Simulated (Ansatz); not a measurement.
# Lattice dynamics of ZnS (F-43m), part 2 of 2

Wanted: vibrations and spectra of ZnS (F-43m); the cell is already relaxed. After the zone centre comes a 4×4×4 q mesh on a 12×12×12 k mesh.

Ansatz 0.2.0; DFT PBE, scalar-relativistic, plane waves, PAW.

So far. Step 2 (Linear response at the zone centre): Before it was imposed, the acoustic sum rule was missed by 3.7e-4 eV/Å² and the charge sum rule by 3.4e-4 e. Small misses are needed for a sound result but don't prove that mesh and cutoff are converged. The lowest optical mode is real, 260 cm⁻¹.

The database entry behind the starting cell differs from later determinations by our own check (about 0.1 % short), so it need not match the best structure at ambient conditions.

### 3. Phonons on a q mesh

Stability and thermal properties need the whole zone. Linear response on a 4×4×4 q mesh gives force constants as far as a supercell of that size would, and the tensors from the zone-centre run are typed in so that the long-range dipole term is interpolated apart.

input.yaml

```yaml
crystal:
  lattice:
    - [0.0, 2.7217991408, 2.7217991408]
    - [2.7217991408, 0.0, 2.7217991408]
    - [2.7217991408, 2.7217991408, 0.0]
  atoms:
    - { symbol: Zn, position: [0.25, 0.25, 0.25] }
    - { symbol: S, position: [0.0, 0.0, 0.0] }
kpoints:
  mp_grid: { grid: [12, 12, 12] }
hamiltonian:
  xc: pbe
scf:
  occupations: { method: fixed }
output:
  eigenvalues: true
phonons:
  method: dfpt
  qmesh: [4, 4, 4]
  temperatures: { t_max: 1000, t_step: 50 }
  qpath:
    path:
      - [[0.0, 0.0, 0.0], [-0.5, -0.5, 0.0], [-0.375, -0.375, 0.25]]
      - [[-0.375, 0.0, 0.375], [0.0, 0.0, 0.0], [0.0, 0.0, 0.5], [-0.5, -0.25, 0.25], [-0.5, -0.5, 0.0]]
    npoints: 10
  non_analytic_term:
    high_frequency_dielectric_tensor: [[5.9479, 0.0, 0.0], [0.0, 5.9479, 0.0], [0.0, 0.0, 5.9479]]
    born_effective_charges:
      - { species: Zn, tensor: [[2.0236, 0.0, 0.0], [0.0, 2.0236, 0.0], [0.0, 0.0, 2.0236]] }
      - { species: S, tensor: [[-2.0236, 0.0, 0.0], [0.0, -2.0236, 0.0], [0.0, 0.0, -2.0236]] }
    source: "zone-centre run at this cell"
```

On the command line:

```bash
$ ansatz run input.yaml --threads 4 --pin off --max-ram 7168MiB --backend cpu --events-out ev --progress --plain --runs-dir out
```

Numbers of over 12 decimals in the logs are rounded to 6 here.

What it wrote:

```text
Warning: phonons: the dynamical matrix that this run interpolates holds no multipole term above the dipole-dipole one, and a site of this crystal is no centre of inversion, so its interpolated transverse optical and acoustic branches and sound speeds can stay off near Gamma, and the density of states and the thermodynamics with them. What a run solves at a wave vector of phonons.qpoints, Gamma apart, where the deck admits one, is free of this, and under fd what a larger phonons.supercell samples
[...]
Crystal: 2 atoms, lattice volume = 40.327 Å³
Basis set: ecut = 420 eV, 749 PW (Γ), exchange–correlation on 54×54×54 points (8 copies of the dense FFT grid, shifted against one another)
Bands: 13, of which v1, the nominal top of the filled ones, is band 9 counted from 1 (8 counted from 0)
Symmetry: 24 space group operations
k-points: 72 of 1728 (time reversal used)
[...]
SCF iter   1: F=—  HF=-4222.734245 eV  |F-HF|=—  |Δ(HF+E_count)|=         —  Δρ=6.10e-4  dr2=2.08e-4  ethr=1.77e-3  ⟨swp⟩=4.8  Hψ=4886  notcnv=0  defer=134
[...]
SCF iter   8: F=-4222.734460 eV  HF=-4222.734460 eV  |F-HF|=2.73e-12  |Δ(HF+E_count)|=  1.82e-12  Δρ=1.13e-7  dr2=3.98e-12  ethr=1.00e-12  ⟨swp⟩=7.2  Hψ=5203  notcnv=0
SCF 1 converged in 8 iterations: F = -4222.734460 eV  dr2 = 3.98e-12
[...]
NSCF: frozen V_eff on 72 k-points
[...]
DFPT response loops at q = (0, 0, 0) (fractional): preconditioner auto → none (the input reference at scf.mixing.eps_inf says where Resta's filter doesn't serve); β = 0.50; Broyden in place of MSR1
[...]
SCF converged after 8 iterations
Free energy (F): -4222.734460 eV
[...]
Internal energy: -4222.734460 eV  (E = F + TS)
E sigma→0 (E₀):  -4222.734460 eV
Fermi energy:    5.505237 eV
[...]
--- Band table (eV; the first three rows and the last of 72) ---
  k-point 0: bands = [... 5 lower, -0.2716, 5.5052, 5.5052, 5.5052, 7.5202, 11.8900, 11.8900, 11.8900]
  k-point 1: bands = [... 5 lower, -0.2726, 4.9223, 5.4392, 5.4392, 7.9890, 11.8110, 12.0075, 12.0075]
  k-point 2: bands = [... 5 lower, -0.2734, 3.8474, 5.2687, 5.2687, 8.6376, 11.8472, 12.2786, 12.2786]
  k-point 71: bands = [... 5 lower, 0.1066, 1.0211, 2.8619, 2.8763, 11.2008, 11.4307, 13.3102, 13.7089]
--- Phonons (Γ-DFPT): 2 representative perturbations + reference (Σ response iterations 6) ---
  ASR residual: 5.274e-5 → 0.000e0 eV/Å²; symmetrization residual: 7.064e-7 eV/Å²
  ASR residual per site (eV/Å²): 1.82e-5 5.27e-5
  Γ frequencies (cm⁻¹): 0.00 0.00 0.00 260.02 260.02 260.02
--- Phonons (arbitrary-q DFPT): 8 irreducible q on the 4×4×4 mesh ---
  q = [0.0000, 0.0000, 0.0000] (star 1, of the zone-centre solve; hermiticity 2.64e-7, symmetrization 2.22e-13): 0.00 0.00 0.00 260.02 260.02 260.02
  q = [0.0000, 0.0000, 0.2500] (star 8, 2 solved perturbations on 936 of 1728 k-point pairs; hermiticity 1.01e-7, symmetrization 5.87e-13): 56.18 56.18 135.51 267.16 267.16 322.95
[...]
q = [0.0000, 0.2500, 0.2500] (star 6, 4 solved perturbations in 1608 linear systems a pass and spin channel, the states on 510 of 1728 k-point pairs; hermiticity 1.31e-7, symmetrization 4.36e-13): 76.31 76.31 138.41 277.25 277.25 321.15
[...]
sum rule: each row above includes the acoustic sum rule's correction from the zone centre's row sums; it moved no ω² by more than (0.67 cm⁻¹)²
  mesh force constants: q→R imaginary residual 1.51e-18; ASR residual 5.274e-5 → 0.000e0 eV/Å²; symmetrization residual 5.329e-15 eV/Å²
  interpolated dispersion: 63 rows × 6 modes
  density of states and harmonic sums: on the 20×20×20 q-mesh, interpolated from the force constants of a 4×4×4 supercell (with the dipole–dipole term of supplied tensors)
  largest difference from the sums on the solved wave vectors: F 1.08e-2 eV, S 1.48e-5 and C_V 4.00e-6 eV/K
  zero-point energy: 0.075882 eV/cell   skipped modes (ω ≤ 0): 3   left out of the sums: 6.25e-5 of the cell's modes: C_V's classical limit lies that fraction below 3 k_B per atom; for a crystal, a wire or a layer, F and S can be off by more, and a phonons.interpolated_qmesh denser along its periods is the remedy for the sampling
```

Wall time 3.1 min (4 threads of Arm Neoverse V2, shared host); peak memory 2.1 GiB.

This step gave:

- sum-rule residual before enforcement: 5.27e-5 eV/Å²
- lowest frequency on the path: 0 cm⁻¹
- highest frequency on the path or at a solved wavevector: 326.6 cm⁻¹
- mean frequency: 204 cm⁻¹
- Debye temperature (second moment): 419 K
- logarithmic mean frequency: 176.1 cm⁻¹
- lowest mode on the q mesh (acoustic modes at Γ apart): 56.18 cm⁻¹
- zero-point energy per atom: 37.94 meV
- heat capacity at 300 K: 22.71 J/(mol atoms K)
- vibrational entropy at 300 K: 30.32 J/(mol atoms K)
- edges of the widest gap between branches, on path and mesh: 204.1, 260 cm⁻¹

Frequencies (cm⁻¹) solved at each irreducible wavevector; negative means imaginary. Frequencies by wavevector, by row:

```tsv
q in reciprocal lattice units	star	mode 1	mode 2	mode 3	mode 4	mode 5	mode 6
0 0 0	1	0	0	0	260	260	260
0 0 0.25	8	56.2	56.2	135.5	267.2	267.2	322.9
0 0 -0.5	4	70.9	70.9	189.1	273.7	273.7	319.8
0 0.25 0.25	6	76.3	76.3	138.4	277.2	277.2	321.1
0 0.25 -0.5	24	85.1	105.4	179.5	283.8	290.4	318.1
0 0.25 -0.25	12	77.2	105.8	164.8	274.2	290.1	320.2
0 -0.5 -0.5	3	89.8	89.8	204.1	293.2	293.2	309.2
0.25 -0.5 -0.25	6	99.3	115.6	184	287.4	296.8	318.7
```

Interpolated from a 4×4×4 q mesh, with the LO-TO term (at Γ the limit along the path; where Γ stands inside the path, tables give the limit on arrival). The phonon branches at the labelled points (cm⁻¹):

```tsv
point	branch 1	branch 2	branch 3	branch 4	branch 5	branch 6
Γ	0	0	0	260	260	327
halfway	76	76	138	277	277	321
X	90	90	204	293	293	309
halfway	89	98	200	292	293	313
U	88	109	190	287	293	319
jump to K	88	109	190	287	293	319
halfway	63	92	142	269	282	319
Γ	0	0	0	260	260	327
halfway	56	56	136	267	267	323
L	71	71	189	274	274	320
halfway	86	104	180	281	289	320
W	99	116	184	287	297	319
halfway	94	102	195	289	295	315
X	90	90	204	293	293	309
```

The phonon branches as a text plot (rows in cm⁻¹):

```
    320 |***********   ****************************************
    306 |           ***                                        **
    293 |        ***************                      ***********
    279 |      **          **** **             **********
    265 |******                ****************
    252 |
    238 |
    225 |
    211 |
    197 |         ********                                   ****
    184 |                 ***                  **************
    170 |        *           **               *
    156 |       *              *             *
    143 |      *                *
    129 |                        *          *
    116 |    **           ***              *            *****
    102 |              ***   ***  **                 *** ******
     88 |   *   *************   *         *         * ***     ***
     75 |      *             *** *  *          *******
     61 |  * **                 * **     *  ***
     48 |   *                    *  *      *
     34 | **                      ** *  * *
     20 | *                         **   *
      7 |*                           ****
         Γ           X  U|K            Γ         L        W     X
```

Tetrahedra on a 20×20×20 mesh, mean over bins of 5 cm-1. Interpolated from a 4×4×4 q mesh. Phonon density of states against wavenumber; read off at these points:

```tsv
wavenumber (cm⁻¹)	phonon density of states (1/cm⁻¹/cell)
2	1.0e-5
12	2.0e-4
22	7.7e-4
38	0.00251
48	0.00444
58	0.0079
68	0.0162
82	0.0432
88	0.0616
92	0.0558
102	0.0317
112	0.0223
128	0.00287
138	0.00389
148	0.00548
158	0.00805
172	0.0181
182	0.0447
192	0.00829
202	0.00147
218	0
228	0
238	0
248	0
262	0.0103
272	0.0500
282	0.0716
288	0.0896
292	0.0815
308	1.6e-4
318	0.113
328	0.00129
```

The partial phonon density of states has structure finer than the step of the table below, so its rows give means over 10 cm⁻¹, whole bins alone (the curve runs from -10 to 346 cm⁻¹). Peaks (cm⁻¹: height): S 290.0: 0.0760, 319.1: 0.109; Zn 88.5: 0.0495, 180.3: 0.0392, 276.5: 0.0139, 319.1: 0.0143.

Phonopy on the run's constants, 17x17x17 mesh, Gaussian sigma 2.5 cm-1. Interpolated from a 4×4×4 q mesh. The partial phonon density of states by wavenumber; means over each step; values in 1/cm⁻¹/cell:

```tsv
wavenumber (cm⁻¹)	S	Zn
0	1.7e-5	4.0e-5
10	5.9e-5	1.2e-4
20	2.0e-4	4.2e-4
30	5.6e-4	0.00125
40	8.6e-4	0.00200
50	0.00151	0.00380
60	0.00261	0.00728
70	0.00545	0.0174
80	0.00838	0.0319
90	0.00960	0.0461
100	0.00546	0.0303
110	0.00398	0.0247
120	7.9e-4	0.00328
130	6.9e-4	0.00231
140	9.0e-4	0.00348
150	0.00108	0.00503
160	0.00130	0.00781
170	0.00159	0.0146
180	0.00173	0.0331
190	4.3e-4	0.0142
200	5.1e-5	0.00349
210	0	1.3e-4
220	0	0
230	0	0
240	0	0
250	2.1e-5	9.9e-6
260	0.00470	0.00197
270	0.0286	0.00944
280	0.0552	0.0133
290	0.0673	0.00934
300	0.00917	0.00103
310	0.0105	0.00103
320	0.0731	0.0101
330	0.00444	9.8e-4
340	0	0
```

Second derivatives of the energy by pair, one row for each kind of neighbour of each atom listed. Each entry sums the pair over the periodic images of the supercell that the q mesh stands for, and in a polar crystal it holds the long-range dipole part too. Force constants by pair, by row:

```tsv
atom	neighbour	distance (Å)	third of the trace (eV/Å²)	along the pair's line (eV/Å²)
Zn1	itself	0	6.321	–
Zn1	S	2.357	-1.519	-3.775
Zn1	Zn	3.849	-0.0054	-0.5451
Zn1	S	4.514	-0.0174	0.1274
Zn1	Zn	5.444	-0.0129	-0.083
Zn1	S	5.932	0.0465	0.198
Zn1	Zn	6.667	-0.0252	-0.0935
Zn1	S	7.071	0.0102	0.0405
Zn1	S	7.071	1.00e-4	0.0304
S2	itself	0	8.887	–
S2	Zn	2.357	-1.519	-3.775
S2	S	3.849	-0.2342	-0.8093
S2	Zn	4.514	-0.0174	0.1274
S2	S	5.444	0.0041	-0.0485
S2	Zn	5.932	0.0465	0.198
S2	S	6.667	-0.0117	-0.0577
S2	Zn	7.071	0.0102	0.0405
S2	Zn	7.071	1.00e-4	0.0304
```

Harmonic thermodynamic functions per atom, from the density of states. Interpolated from a 4×4×4 q mesh. Thermodynamic functions, by row:

```tsv
T (K)	F_vib (meV/atom)	S (J/mol-atom/K)	C_V (J/mol-atom/K)
0	37.94	0	0
50	37.46	3.117	6.139
100	34.17	9.671	13.27
200	17.72	21.53	20.41
300	-9.38	30.32	22.71
400	-44.41	37	23.64
500	-85.61	42.33	24.09
600	-131.8	46.75	24.35
700	-182.3	50.51	24.5
800	-236.4	53.79	24.6
900	-293.7	56.69	24.67
1000	-353.8	59.3	24.72
```

Harmonic mean-square displacement, third of the trace. Interpolated from a 4×4×4 q mesh. Mean square displacements, by row:

```tsv
T (K)	Zn1 U_eq (Å²)	S2 U_eq (Å²)
0	0.0023	0.00249
100	0.00422	0.00371
300	0.01116	0.00844
600	0.02201	0.01627
```

Symmetry leaves 8 wavevectors to solve. The lowest mode among them, the acoustic zeros apart, lies at q = (0, 0, 0.25) and is real, 56.2 cm⁻¹.

### 4. The same by displaced supercells

Finite displacements in a 2×2×2 supercell give force constants from forces alone. They are exact at the wavevectors that the supercell holds, where they check the linear-response result.

Changes to input.yaml since step 3:

```diff
@@ -17,4 +17,4 @@
 phonons:
-  method: dfpt
-  qmesh: [4, 4, 4]
+  method: fd
+  supercell: [2, 2, 2]
   temperatures: { t_max: 1000, t_step: 50 }
```

What it wrote:

```text
[...]
Crystal: 16 atoms, lattice volume = 322.618 Å³
Basis set: ecut = 420 eV, 6231 PW (Γ), exchange–correlation on 108×108×108 points (8 copies of the dense FFT grid, shifted against one another)
Bands: 88, of which v1, the nominal top of the filled ones, is band 72 counted from 1 (71 counted from 0)
Symmetry: 192 space group operations
k-points: 16 of 216 (time reversal used)
[...]
SCF iter   1: F=—  HF=-33781.875682 eV  |F-HF|=—  |Δ(HF+E_count)|=         —  Δρ=1.47e-7  dr2=5.36e-11  ethr=1.00e-12  ⟨swp⟩=3.0  Hψ=3613  notcnv=0
[...]
SCF iter   2: F=-33781.875682 eV  HF=-33781.875682 eV  |F-HF|=7.28e-12  |Δ(HF+E_count)|=  2.18e-11  Δρ=5.76e-8  dr2=1.27e-11  ethr=1.00e-12  ⟨swp⟩=4.0  Hψ=4726  notcnv=0
SCF 1 converged in 2 iterations: F = -33781.875682 eV  dr2 = 1.27e-11
[...]
Symmetry: 4 space group operations
k-points: 46 of 216 (time reversal used)
iter 1 solved again at ethr=2.84e-9 eV; its pass at ethr=3.10e-3 eV (dr2=4.08e-6 eV) is discarded
[...]
SCF iter   9: F=-33781.875656 eV  HF=-33781.875656 eV  |F-HF|=7.28e-12  |Δ(HF+E_count)|=  7.28e-12  Δρ=1.54e-8  dr2=9.20e-13  ethr=1.00e-12  ⟨swp⟩=5.0  Hψ=17107  notcnv=0
SCF 2 converged in 9 iterations: F = -33781.875656 eV  dr2 = 9.20e-13
[...]
SCF iter   9: F=-33781.875662 eV  HF=-33781.875662 eV  |F-HF|=0.00e0  |Δ(HF+E_count)|=  7.28e-12  Δρ=3.98e-8  dr2=4.43e-12  ethr=1.00e-12  ⟨swp⟩=5.0  Hψ=19840  notcnv=0
SCF 3 converged in 9 iterations: F = -33781.875662 eV  dr2 = 4.43e-12
[...]
SCF converged after 2 iterations
Free energy (F): -33781.875682 eV
[...]
Internal energy: -33781.875682 eV  (E = F + TS)
E sigma→0 (E₀):  -33781.875682 eV
Fermi energy:    5.505238 eV
[...]
--- Band table (eV; the first three rows and the last of 16) ---
  k-point 0: bands = [... 68 lower, 4.6699, 5.5052, 5.5052, 5.5052, 7.5202, 8.7670, 8.7670, 8.7670, ... 12 higher]
  k-point 1: bands = [... 68 lower, 4.7187, 4.9223, 5.4392, 5.4392, 7.9890, 8.8031, 9.1229, 9.1229, ... 12 higher]
  k-point 2: bands = [... 68 lower, 4.8558, 4.8558, 5.2687, 5.2687, 8.6376, 8.8865, 9.5107, 9.5107, ... 12 higher]
  k-point 15: bands = [... 68 lower, 4.5034, 4.5034, 4.7223, 4.7223, 10.0586, 10.0586, 10.2288, 10.2288, ... 12 higher]
--- Phonons: 2 displaced members + reference (amplitude 0.0025 Å, Σ member SCF iterations 18) ---
  symmetry images taken by strict's conditions (phonons.symmetry_images: auto; settled by no image being taken that strict refuses)
  ASR residual: 1.255e-4 → 0.000e0 eV/Å²; symmetrization residual: 1.360e-5 eV/Å²
  largest component of a force at the reference: 9.9e-17 eV/Å
  ASR residual per site (eV/Å²): 1.25e-4 6.03e-5
  Γ frequencies (cm⁻¹): 0.00 0.00 0.00 260.02 260.02 260.02
[...]
```

Run time: 80 s. Hardware: 4 threads; peak memory 1.5 GiB.

Numbers from this step:

* atoms in the supercell: 16
* sum-rule residual before enforcement: 1.25e-4 eV/Å²

Interpolated from a 2×2×2 supercell, rough between the solved points, with the LO-TO term (at Γ the limit along the path; where Γ stands inside the path, tables give the limit on arrival). The phonon branches at the labelled points (cm⁻¹):

```tsv
point	branch 1	branch 2	branch 3	branch 4	branch 5	branch 6
Γ	0	0	0	260	260	327
halfway	68	68	141	275	275	319
X	90	90	204	293	293	309
halfway	89	103	198	292	294	308
U	86	128	183	288	294	308
jump to K	86	128	183	288	294	308
halfway	59	97	138	269	278	316
Γ	0	0	0	260	260	327
halfway	52	52	137	267	267	322
L	71	71	189	274	274	320
halfway	83	118	177	281	285	313
W	102	132	175	289	296	306
halfway	96	108	193	291	295	308
X	90	90	204	293	293	309
```

The phonon branches as a text plot (rows in cm⁻¹):

```
    320 |*********             ***********************
    306 |         *************                       ***********
    293 |         *************                        **********
    279 |      ***         ******              *********
    265 |******                 ***************
    252 |
    238 |
    225 |
    211 |
    197 |         *******                                     ***
    184 |        *       **                    ********     **
    170 |                  **                 *        *****
    156 |       *            ***             *
    143 |      *           **   *           *
    129 |                **  **                        *****
    116 |    **         *      * *         *          *     **
    102 |              *        *                    *   ******
     88 |   *    ***********      **      *        ** ***     ***
     75 |       *           ***  *              ******
     61 |  * ***               ** ***    *   ***
     48 |   *                    *  *      **
     34 | **                      ** *  * *
     20 | *                         **   *
      7 |*                           ****
         Γ           X  U|K            Γ         L        W     X
```

Tetrahedra on a 20×20×20 mesh, mean over bins of 5 cm-1. Interpolated from a 2×2×2 supercell, rough between the solved points. Table of phonon density of states by wavenumber; read off at these points:

```tsv
wavenumber (cm⁻¹)	phonon density of states (1/cm⁻¹/cell)
2	1.0e-5
12	2.6e-4
22	9.8e-4
28	0.00158
38	0.00336
48	0.00614
58	0.0110
62	0.0152
72	0.0355
82	0.0423
88	0.0460
92	0.0337
98	0.0235
108	0.0168
118	0.0175
128	0.0189
132	0.0183
142	0.00453
152	0.00677
162	0.0122
168	0.0188
178	0.0383
188	0.0111
198	0.00387
202	0.00131
212	0
222	0
232	0
238	0
248	0
258	0
268	0.0297
272	0.0546
282	0.0751
288	0.0900
292	0.0625
302	1.0e-5
308	0.0542
312	0.0727
318	0.0533
328	0.00172
```

At Γ the two methods differ by at most 0.0 cm⁻¹.

### 5. What came out

```yaml
space_group_within_0p01_a: F-43m
volume_per_atom: 20.2 Å³
gap_on_the_k_mesh: 2.01 eV
highest_optical_mode_at_the_zone_centre_no_lo_to_term: 260 cm⁻¹
top_of_the_zone_centre_spectrum_with_the_field: 327 cm⁻¹
lowest_optical_zone_centre_mode: 260 cm⁻¹
mean_high_frequency_dielectric_constant: 5.95
mean_static_dielectric_constant: 9.38
largest_born_charge_third_of_the_trace: 2.02 e
lowest_mode_on_the_q_mesh_acoustic_modes_at_gamma_apart: 56.2 cm⁻¹
highest_frequency_on_the_path_or_at_a_solved_wavevector: 327 cm⁻¹
zero_point_energy_per_atom: 37.9 meV
heat_capacity_at_300_k: 22.7 J/(mol atoms K)
vibrational_entropy_at_300_k: 30.3 J/(mol atoms K)
debye_temperature_second_moment: 419 K
imaginary_modes_on_the_4x4x4_q_mesh: none
```

**Reading.** The structure is a minimum as far as tested: no mode is imaginary at the 8 irreducible wavevectors of the 4×4×4 mesh, and the softest away from the acoustic zeros lies at 56 cm⁻¹. Without the field, the optical modes at Γ form one degenerate level at 260 cm⁻¹. The highest mode in this list at Γ, 260.0 cm⁻¹, has its largest share on S (67 % of the kinetic energy). With the macroscopic field of the longitudinal modes the top of the zone-centre spectrum lies at 327 cm⁻¹, against 260 cm⁻¹ without it. Lattice motion raises the mean dielectric constant from 5.948 to 9.383. The strongest infrared line is at 260 cm⁻¹. On the path and the mesh, the widest gap between branches runs from 204 to 260 cm⁻¹. Finite displacements and linear response differ by 0.0 cm⁻¹ in the highest zone-centre mode. The program warns that the interpolation holds no quadrupole term, so branches close to Γ can be off in this crystal. These are harmonic frequencies at zero temperature: anharmonic shifts, linewidths and thermal expansion are left out.

[Logs are printed without paths, hosts, clocks, repeated set-up lines and the standing remarks that a program may print on its own settings, such as how far it seeks lower states.]

[Hosts, paths, dates, database ids (printed as entryN), source tags and the programs' standing remarks are cut or masked in the printed files.]
